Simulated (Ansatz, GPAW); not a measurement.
# A 2-layer slab of Pt(110) in an electric field, part 2 of 3

How does a 2-layer slab of Pt(110) screen a perpendicular field?

GPAW 26.7.0 and Ansatz 0.2.0; Ansatz plane waves; slab in vacuum with a dipole correction, relaxation (the session's first sound run).

So far, upper work function (eV): step 2 (relaxing the atoms) 5.35.

### 3. The slab's potential

With the geometry fixed, the planar mean of the potential gives the vacuum level on each side.

This step: GPAW, PAW setups; slab in vacuum (GPAW 26.7.0).

Input file run.py:

```python
import json
import numpy as np
from ase import Atoms
from gpaw import GPAW, PW

slab = Atoms(
    ['Pt', 'Pt'],
    positions=[
        [1.96000, 1.38593, 7.00000],
        [0.00000, -0.00000, 7.76641]],
    cell=[[3.92, 0.0, 0.0], [0.0, 2.77186, 0.0], [0.0, 0.0, 15.38593]],
    pbc=[True, True, False])

slab.calc = GPAW(mode=PW(400), xc='PBE', kpts={'size': (8, 11, 1), 'gamma': True},
                 occupations={'name': 'fermi-dirac', 'width': 0.1}, nbands='140%',
                 convergence={'density': 1e-05}, maxiter=200,
                 poissonsolver={'dipolelayer': 'xy'},
                 symmetry={'tolerance': 1e-3}, txt='slab.txt')
result = {}
energy = slab.get_potential_energy()
fermi = slab.calc.get_fermi_level()
v = slab.calc.get_electrostatic_potential().mean((0, 1)) - fermi
n = slab.calc.get_pseudo_density().mean((0, 1))
L = slab.cell[2, 2]
z = np.arange(len(v)) * L / len(v)
low, high = slab.positions[:, 2].min(), slab.positions[:, 2].max()
below, above = np.interp([low - 4.8, high + 4.8], z, v)
slopes = [np.interp(x, z, np.gradient(v, z)) for x in (low - 4.8, high + 4.8)]
eps = np.array([[slab.calc.get_eigenvalues(k, s) for k in range(len(slab.calc.get_ibz_k_points()))]
                for s in range(slab.calc.get_number_of_spins())]) - fermi
top, bottom = eps[eps < 0].max(), eps[eps > 0].min()
dipole = slab.get_dipole_moment()[2]
print(f'energy {energy:.4f} eV, Fermi level {fermi:.4f} eV, dipole {dipole:.5f} e A')
print(f'potential 4.8 A off the faces, from the Fermi level: lower {below:.4f} eV, upper {above:.4f} eV')
print(f'slope of the potential there: lower {slopes[0]:.5f}, upper {slopes[1]:.5f} eV/A')
print(f'nearest levels on the mesh: {top:.4f} and {bottom:.4f} eV')
print('magnetic moment', round(slab.get_magnetic_moment(), 3))
result.update(energy=energy, fermi=fermi, dipole=dipole, below=below, above=above, slopes=slopes, edges=[top, bottom],
              z=z.tolist(), v=v.tolist(), n=n.tolist(), positions=slab.positions.tolist(),
              forces=slab.get_forces(apply_constraint=False).tolist(), moments=slab.get_magnetic_moments().tolist())
json.dump(result, open('result.json', 'w'))
```

Command:

```bash
OMP_NUM_THREADS=1 OPENBLAS_NUM_THREADS=1 python run.py
```

The program printed:

```text
energy -11.0227 eV, Fermi level -2.2312 eV, dipole -0.00001 e A
potential 4.8 A off the faces, from the Fermi level: lower 5.3669 eV, upper 5.3667 eV
slope of the potential there: lower -0.00018, upper 0.00012 eV/A
nearest levels on the mesh: -0.0184 and 0.0652 eV
magnetic moment 0.0
```

It took 25 s on 1 thread of Intel Xeon Platinum 8488C (Sapphire Rapids), shared host; peak memory 0.19 GiB.

Numbers from this step:

| Item | Value |
| --- | --- |
| dipole along the normal | -5.59e-6 e·Å |
| levels nearest the Fermi level on the mesh | -0.01840, 0.06517 eV from the Fermi level |
| upper work function | 5.367 eV |
| lower work function | 5.367 eV |

Table of electrostatic potential energy of an electron (without an applied field's), less the Fermi level, planar mean by z:

```
z (Å)  electrostatic potential energy of an electron (without an applied field's), less the Fermi level, planar mean (eV)
  0.0                                                                                                                5.37
  0.5                                                                                                                5.37
  1.0                                                                                                                5.37
  1.5                                                                                                                5.37
  2.0                                                                                                                5.37
  2.5                                                                                                                5.37
  3.0                                                                                                                5.37
  3.5                                                                                                                5.36
  4.0                                                                                                                5.36
  4.5                                                                                                                5.33
  5.0                                                                                                                5.21
  5.5                                                                                                                4.68
  6.0                                                                                                                2.33
  6.5                                                                                                               -6.67
  7.0                                                                                                               -19.6
  7.5                                                                                                               -21.8
  8.0                                                                                                               -14.5
  8.5                                                                                                               -1.26
  9.0                                                                                                                3.85
  9.5                                                                                                                5.02
 10.0                                                                                                                5.29
 10.5                                                                                                                5.35
 11.0                                                                                                                5.36
 11.5                                                                                                                5.37
 12.0                                                                                                                5.37
 12.5                                                                                                                5.37
 13.0                                                                                                                5.37
 13.5                                                                                                                5.37
 14.0                                                                                                                5.37
 14.5                                                                                                                5.37
 15.0                                                                                                                5.37
```

Table of pseudo valence density, planar mean by z:

```
z (Å)  pseudo valence density, planar mean (e/Å³)
 0.00                                           0
 0.43                                           0
 1.07                                           0
 1.50                                           0
 2.14                                      1.8e-6
 2.56                                      6.0e-6
 3.21                                      3.8e-5
 3.63                                      1.3e-4
 4.27                                      8.8e-4
 4.70                                     0.00308
 5.13                                      0.0109
 5.77                                      0.0751
 6.20                                       0.262
 6.84                                        1.47
 7.27                                        1.64
 7.91                                        1.52
 8.33                                       0.508
 8.98                                      0.0802
 9.40                                      0.0221
10.04                                     0.00329
10.47                                      9.4e-4
10.90                                      2.7e-4
11.54                                      4.1e-5
11.97                                      1.1e-5
12.61                                      1.9e-6
13.04                                           0
13.68                                           0
14.10                                           0
14.74                                           0
15.17                                           0
```

Force by atom:

```
atom  x (eV/Å)  y (eV/Å)  z (eV/Å)    size
 Pt1    0.0000    0.0000   -0.0614  0.0614
 Pt2    0.0000    0.0000    0.0615  0.0615
```

The potential is flat to 1.8e-4 eV/Å where it is read, so the vacuum is wide enough. The geometry is the other program's minimum; here the largest force on a free atom is 0.062 eV/Å.

### 4. Field on

A uniform field along the normal polarises the slab; the atoms stay fixed, so this is the electronic response alone.

run.py, as its differences from that of step 3:

```diff
@@ -4,2 +4,3 @@
 from gpaw import GPAW, PW
+from gpaw.external import ConstantElectricField
 
@@ -17,2 +18,3 @@
                  poissonsolver={'dipolelayer': 'xy'},
+                 external=ConstantElectricField(-0.2, [0, 0, 1]),
                  symmetry={'tolerance': 1e-3}, txt='slab.txt')
```

The program printed:

```text
energy -11.0268 eV, Fermi level -2.1849 eV, dipole -0.04117 e A
potential 4.8 A off the faces, from the Fermi level: lower 4.9646 eV, upper 5.6502 eV
slope of the potential there: lower -0.00014, upper 0.00018 eV/A
nearest levels on the mesh: -0.0184 and 0.0652 eV
magnetic moment 0.0
```

It took 38 s on 1 thread; peak memory 0.23 GiB.

Numbers from this step:

```yaml
dipole_along_the_normal: -0.04117 e·Å
levels_nearest_the_fermi_level_on_the_mesh: -0.01838, 0.06519 eV from the Fermi level
potential_below_the_slab_the_applied_field_s_own_ramp_left_out: 4.965 eV from the Fermi level
potential_above_the_slab_the_applied_field_s_own_ramp_left_out: 5.650 eV from the Fermi level
```

Electrostatic potential energy of an electron (without an applied field's), less the Fermi level, planar mean against z:

z (Å), electrostatic potential energy of an electron (without an applied field's), less the Fermi level, planar mean (eV) and a bar from the least value:
```
      0.0        5.3 ##############################
      0.5        5.0 #############################
      1.0        5.0 #############################
      1.5        5.0 #############################
      2.0        5.0 #############################
      2.5        5.0 #############################
      3.0        5.0 #############################
      3.5        5.0 #############################
      4.0        5.0 #############################
      4.5        4.9 #############################
      5.0        4.8 #############################
      5.5        4.3 #############################
      6.0        2.0 ##########################
      6.5       -6.9 ################
      7.0      -19.8 ##
      7.5      -21.8 
      8.0      -14.4 ########
      8.5       -1.1 #######################
      9.0        4.1 ############################
      9.5        5.3 ##############################
     10.0        5.6 ##############################
     10.5        5.6 ##############################
     11.0        5.6 ##############################
     11.5        5.6 ##############################
     12.0        5.6 ##############################
     12.5        5.7 ##############################
     13.0        5.7 ##############################
     13.5        5.7 ##############################
     14.0        5.7 ##############################
     14.5        5.7 ##############################
     15.0        5.6 ##############################
```

Force by atom:

```
atom  x (eV/Å)  y (eV/Å)  z (eV/Å)    size
 Pt1    0.0000    0.0000   -0.0626  0.0626
 Pt2    0.0000    0.0000    0.0628  0.0628
```

The dipole is now -0.0412 e Å, against -5.6e-6 in the run without a field.

### 5. In a field

run.py, as its differences from that of step 4:

```diff
@@ -18,3 +18,3 @@
                  poissonsolver={'dipolelayer': 'xy'},
-                 external=ConstantElectricField(-0.2, [0, 0, 1]),
+                 external=ConstantElectricField(-0.1, [0, 0, 1]),
                  symmetry={'tolerance': 1e-3}, txt='slab.txt')
```

The program printed:

```text
energy -11.0238 eV, Fermi level -2.2076 eV, dipole -0.02057 e A
potential 4.8 A off the faces, from the Fermi level: lower 5.1651 eV, upper 5.5078 eV
slope of the potential there: lower -0.00016, upper 0.00014 eV/A
nearest levels on the mesh: -0.0184 and 0.0652 eV
magnetic moment 0.0
```

It took 37 s on 1 thread; peak memory 0.23 GiB.

This step gave:

```
dipole along the normal                                         : -0.02057 e·Å
levels nearest the Fermi level on the mesh                      : -0.01839, 0.06518 eV from the Fermi level
potential below the slab, the applied field's own ramp left out : 5.165 eV from the Fermi level
potential above the slab, the applied field's own ramp left out : 5.508 eV from the Fermi level
```

Electrostatic potential energy of an electron (without an applied field's), less the Fermi level, planar mean against z:

z (Å), electrostatic potential energy of an electron (without an applied field's), less the Fermi level, planar mean (eV) and a bar from the least value:
```
      0.0        5.3 ##############################
      0.5        5.2 ##############################
      1.0        5.2 ##############################
      1.5        5.2 ##############################
      2.0        5.2 ##############################
      2.5        5.2 ##############################
      3.0        5.2 ##############################
      3.5        5.2 ##############################
      4.0        5.2 ##############################
      4.5        5.1 ##############################
      5.0        5.0 #############################
      5.5        4.5 #############################
      6.0        2.2 ##########################
      6.5       -6.8 ################
      7.0      -19.7 ##
      7.5      -21.8 
      8.0      -14.4 ########
      8.5       -1.2 #######################
      9.0        4.0 ############################
      9.5        5.2 ##############################
     10.0        5.4 ##############################
     10.5        5.5 ##############################
     11.0        5.5 ##############################
     11.5        5.5 ##############################
     12.0        5.5 ##############################
     12.5        5.5 ##############################
     13.0        5.5 ##############################
     13.5        5.5 ##############################
     14.0        5.5 ##############################
     14.5        5.5 ##############################
     15.0        5.5 ##############################
```

Force by atom:

```
atom  x (eV/Å)  y (eV/Å)  z (eV/Å)    size
 Pt1    0.0000    0.0000   -0.0617  0.0617
 Pt2    0.0000    0.0000    0.0618  0.0618
```

The dipole is now -0.0206 e Å, against -5.6e-6 in the run without a field.

### 6. Field on

run.py, as its differences from that of step 5:

```diff
@@ -18,3 +18,3 @@
                  poissonsolver={'dipolelayer': 'xy'},
-                 external=ConstantElectricField(-0.1, [0, 0, 1]),
+                 external=ConstantElectricField(-0.05, [0, 0, 1]),
                  symmetry={'tolerance': 1e-3}, txt='slab.txt')
```

The program printed:

```text
energy -11.0230 eV, Fermi level -2.2193 eV, dipole -0.01027 e A
potential 4.8 A off the faces, from the Fermi level: lower 5.2659 eV, upper 5.4371 eV
slope of the potential there: lower -0.00017, upper 0.00013 eV/A
nearest levels on the mesh: -0.0184 and 0.0652 eV
magnetic moment 0.0
```

Wall time 36 s (1 thread); peak memory 0.22 GiB.

### 7. Field on

run.py, as its differences from that of step 6:

```diff
@@ -18,3 +18,3 @@
                  poissonsolver={'dipolelayer': 'xy'},
-                 external=ConstantElectricField(-0.05, [0, 0, 1]),
+                 external=ConstantElectricField(0.05, [0, 0, 1]),
                  symmetry={'tolerance': 1e-3}, txt='slab.txt')
```

The program printed:

```text
energy -11.0230 eV, Fermi level -2.2433 eV, dipole 0.01032 e A
potential 4.8 A off the faces, from the Fermi level: lower 5.4683 eV, upper 5.2966 eV
slope of the potential there: lower -0.00019, upper 0.00011 eV/A
nearest levels on the mesh: -0.0184 and 0.0652 eV
magnetic moment 0.0
```

The job ended after 37 s (1 thread; peak memory 0.22 GiB).

The electrostatic potential energy of an electron (without an applied field's), less the Fermi level, planar mean by z:

z (Å), electrostatic potential energy of an electron (without an applied field's), less the Fermi level, planar mean (eV) and a bar from the least value:
```
      0.0        5.4 ##############################
      0.5        5.5 ##############################
      1.0        5.5 ##############################
      1.5        5.5 ##############################
      2.0        5.5 ##############################
      2.5        5.5 ##############################
      3.0        5.5 ##############################
      3.5        5.5 ##############################
      4.0        5.5 ##############################
      4.5        5.4 ##############################
      5.0        5.3 ##############################
      5.5        4.8 #############################
      6.0        2.4 ###########################
      6.5       -6.6 #################
      7.0      -19.6 ##
      7.5      -21.7 
      8.0      -14.5 ########
      8.5       -1.3 #######################
      9.0        3.8 ############################
      9.5        5.0 #############################
     10.0        5.2 ##############################
     10.5        5.3 ##############################
     11.0        5.3 ##############################
     11.5        5.3 ##############################
     12.0        5.3 ##############################
     12.5        5.3 ##############################
     13.0        5.3 ##############################
     13.5        5.3 ##############################
     14.0        5.3 ##############################
     14.5        5.3 ##############################
     15.0        5.3 ##############################
```

### 8. Field on

run.py, as its differences from that of step 7:

```diff
@@ -18,3 +18,3 @@
                  poissonsolver={'dipolelayer': 'xy'},
-                 external=ConstantElectricField(0.05, [0, 0, 1]),
+                 external=ConstantElectricField(0.1, [0, 0, 1]),
                  symmetry={'tolerance': 1e-3}, txt='slab.txt')
```

The program printed:

```text
energy -11.0238 eV, Fermi level -2.2557 eV, dipole 0.02061 e A
potential 4.8 A off the faces, from the Fermi level: lower 5.5700 eV, upper 5.2269 eV
slope of the potential there: lower -0.00021, upper 0.00010 eV/A
nearest levels on the mesh: -0.0184 and 0.0652 eV
magnetic moment 0.0
```

The job ended after 37 s (1 thread; peak memory 0.22 GiB).

The dipole is now 0.0206 e Å, against -5.6e-6 in the run without a field.

(Continued in part 3 of 3.)

[Logs are printed without paths, hosts, clocks, repeated set-up lines and the standing remarks that a program may print on its own settings, such as how far it seeks lower states.]

[Hosts, paths, dates, database ids (printed as entryN), source tags and the programs' standing remarks are cut or masked in the printed files.]
